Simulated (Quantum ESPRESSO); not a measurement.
# Wannier-interpolated electron–phonon scattering in TiC (Fm-3m)

Wanted: λ, Tc and ρ(T) of TiC (Fm-3m) from Quantum ESPRESSO and EPW.

Program: Quantum ESPRESSO 7.5. Level of theory: DFT PBE, scalar-relativistic, plane waves, PseudoDojo 0.4.1 norm-conserving pseudopotentials. Results are calculated unless marked as measured.

## 1. Set-up

Symmetry: Fm-3m, No. 225, cubic system. Conventional cell: a = 4.319 Å, b = 4.319 Å, c = 4.319 Å, α = 90.00°, β = 90.00°, γ = 90.00°. Ti has 6 C at 2.16 Å nearest. Nearest to C lie 6 Ti at 2.16 Å. Farther neighbours are not listed.

## 2. Relaxation

The cell is relaxed under the functional used for all that follows.

relax.in reads:

```
&control
   calculation = 'vc-relax'
   prefix = 'x'
   outdir = './tmp'
   pseudo_dir = './pseudo'
   tprnfor = .true.
   tstress = .true.
   etot_conv_thr = 1.0d-05
   forc_conv_thr = 4.0d-04
/
&system
   ibrav = 0
   nat = 2
   ntyp = 2
   ecutwfc = 84.0
   occupations = 'smearing'
   smearing = 'mv'
   degauss = 0.02
/
&electrons
   conv_thr = 1.0d-11
/
&ions
/
&cell
   press_conv_thr = 0.4
/
ATOMIC_SPECIES
 Ti     47.8670  Ti.upf
 C      12.0110  C.upf
CELL_PARAMETERS angstrom
     0.000000000    2.159300000    2.159300000
     2.159300000    0.000000000    2.159300000
     2.159300000    2.159300000    0.000000000
ATOMIC_POSITIONS crystal
 Ti     0.000000000   0.000000000   0.000000000
 C      0.500000000   0.500000000   0.500000000
K_POINTS automatic
 9 9 9 0 0 0
```

Command:

```bash
> OMP_NUM_THREADS=1 mpirun -n 8 pw.x -nk 8 -in relax.in > relax.out
```

Output:

```text
Program PWSCF v.7.5

     This program is part of the open-source Quantum ESPRESSO suite
     for quantum simulation of materials; please cite
         "P. Giannozzi et al., J. Phys.:Condens. Matter 21 395502 (2009);
         "P. Giannozzi et al., J. Phys.:Condens. Matter 29 465901 (2017);
         "P. Giannozzi et al., J. Chem. Phys. 152 154105 (2020);
     in publications or presentations arising from this work. More details at

     Message from routine setup:
     using ibrav=0 with symmetry is DISCOURAGED, use correct ibrav instead

     G-vector sticks info
     --------------------
     sticks:   dense  smooth     PW     G-vecs:    dense   smooth      PW
     Sum         769     769    241                14163    14163    2421

     Using Slab Decomposition

     bravais-lattice index     =            0
     lattice parameter (alat)  =       5.7707  a.u.
     unit-cell volume          =     135.8831 (a.u.)^3
     number of atoms/cell      =            2
     number of atomic types    =            2
     number of electrons       =        16.00
     number of Kohn-Sham states=           12
     kinetic-energy cutoff     =      84.0000  Ry
     charge density cutoff     =     336.0000  Ry
     scf convergence threshold =      1.0E-11
     mixing beta               =       0.7000
     number of iterations used =            8  plain     mixing
     energy convergence thresh.=      1.0E-05
     force convergence thresh. =      4.0E-04
     press convergence thresh. =      4.0E-01
     Exchange-correlation= PBE
                           (   1   4   3   4   0   0   0)
     nstep                     =           50

     celldm(1)=   5.770678  celldm(2)=   0.000000  celldm(3)=   0.000000
     celldm(4)=   0.000000  celldm(5)=   0.000000  celldm(6)=   0.000000

     crystal axes: (cart. coord. in units of alat)
               a(1) = (   0.000000   0.707107   0.707107 )
               a(2) = (   0.707107   0.000000   0.707107 )
               a(3) = (   0.707107   0.707107   0.000000 )
[...]
estimated scf accuracy    <          2.9E-09 Ry
     number of Kohn-Sham states=           12
     number of k points=    35  Marzari-Vanderbilt smearing, width (Ry)=  0.0200
     estimated scf accuracy    <       0.79604415 Ry
     estimated scf accuracy    <       3.46560445 Ry
     estimated scf accuracy    <       0.01728717 Ry
     estimated scf accuracy    <       0.00722305 Ry
     estimated scf accuracy    <       0.00197168 Ry
     estimated scf accuracy    <       0.00071648 Ry
     estimated scf accuracy    <       0.00003604 Ry
     estimated scf accuracy    <       0.00000050 Ry
     estimated scf accuracy    <       0.00000149 Ry
     estimated scf accuracy    <       0.00000001 Ry
     estimated scf accuracy    <          7.8E-09 Ry
     estimated scf accuracy    <          1.8E-09 Ry
     estimated scf accuracy    <          2.4E-10 Ry
     estimated scf accuracy    <          1.3E-10 Ry
     estimated scf accuracy    <          1.1E-11 Ry
     estimated scf accuracy    <          1.7E-11 Ry
     estimated scf accuracy    <          1.1E-12 Ry
     the Fermi energy is    14.7066 ev
!    total energy              =    -130.88157098 Ry
     estimated scf accuracy    <          1.6E-14 Ry
     convergence has been achieved in  18 iterations
          total   stress  (Ry/bohr**3)                   (kbar)     P=        0.11
   JOB DONE.
```

Elapsed: 37 s, on 8 MPI ranks of Arm Neoverse N1, shared host; 4.9 min of CPU time.

This step gave:

- free energy: -1780.7345 eV
- pressure: 0.01100 GPa
- volume per atom: 10.17 Å³/atom

The volume ends at 10.17 Å³ an atom, +1.0 % from the start.

## 3. Ground state

Linear response needs a tightly converged ground state.

scf.in reads:

```
&control
   calculation = 'scf'
   prefix = 'x'
   outdir = './tmp'
   pseudo_dir = './pseudo'
   tprnfor = .true.
   tstress = .true.
/
&system
   ibrav = 0
   nat = 2
   ntyp = 2
   ecutwfc = 84.0
   occupations = 'smearing'
   smearing = 'mv'
   degauss = 0.02
/
&electrons
   conv_thr = 1.0d-12
/
ATOMIC_SPECIES
 Ti     47.8670  Ti.upf
 C      12.0110  C.upf
CELL_PARAMETERS angstrom
     0.000000000    2.166552900    2.166552900
     2.166552900    0.000000000    2.166552900
     2.166552900    2.166552900    0.000000000
ATOMIC_POSITIONS crystal
 Ti     0.000000000   0.000000000   0.000000000
 C      0.500000000   0.500000000   0.500000000
K_POINTS automatic
 9 9 9 0 0 0
```

Command:

```bash
> OMP_NUM_THREADS=1 mpirun -n 8 pw.x -nk 8 -in scf.in > scf.out
```

Output:

```text
[banner, memory and clock lines left out]
[...]
estimated scf accuracy    <       0.00000221 Ry
     estimated scf accuracy    <       0.00000250 Ry
     estimated scf accuracy    <       0.00002050 Ry
     estimated scf accuracy    <       0.00016228 Ry
     estimated scf accuracy    <       0.00025670 Ry
     estimated scf accuracy    <       0.00037333 Ry
     estimated scf accuracy    <       0.00018465 Ry
     estimated scf accuracy    <       0.00068214 Ry
     estimated scf accuracy    <       0.00063677 Ry
     estimated scf accuracy    <       0.00092629 Ry
     estimated scf accuracy    <       0.00000058 Ry
     estimated scf accuracy    <       0.00000041 Ry
     estimated scf accuracy    <       0.00000023 Ry
     estimated scf accuracy    <       0.00000024 Ry
     estimated scf accuracy    <          1.8E-09 Ry
     estimated scf accuracy    <          2.4E-09 Ry
     estimated scf accuracy    <          1.8E-09 Ry
     estimated scf accuracy    <          9.3E-11 Ry
     estimated scf accuracy    <          2.7E-12 Ry
     estimated scf accuracy    <          3.2E-12 Ry
     the Fermi energy is    14.7066 ev
!    total energy              =    -130.88157098 Ry
     estimated scf accuracy    <          4.8E-13 Ry
     convergence has been achieved in  28 iterations
          total   stress  (Ry/bohr**3)                   (kbar)     P=        0.11
```

Wall time 13 s (8 MPI ranks).

Numbers from this step:

- Fermi energy: 14.71 eV

The Fermi level lies at 14.71 eV and the pressure is 0.011 GPa.

[end of part 1 of 6]

[The logs of pw.x and epw.x are selected lines.]

[Logs are printed without paths, hosts, clocks, repeated set-up lines and the standing remarks that a program may print on its own settings, such as how far it seeks lower states.]

[Hosts, paths, dates, database ids (printed as entryN), source tags and the programs' standing remarks are cut or masked in the printed files.]
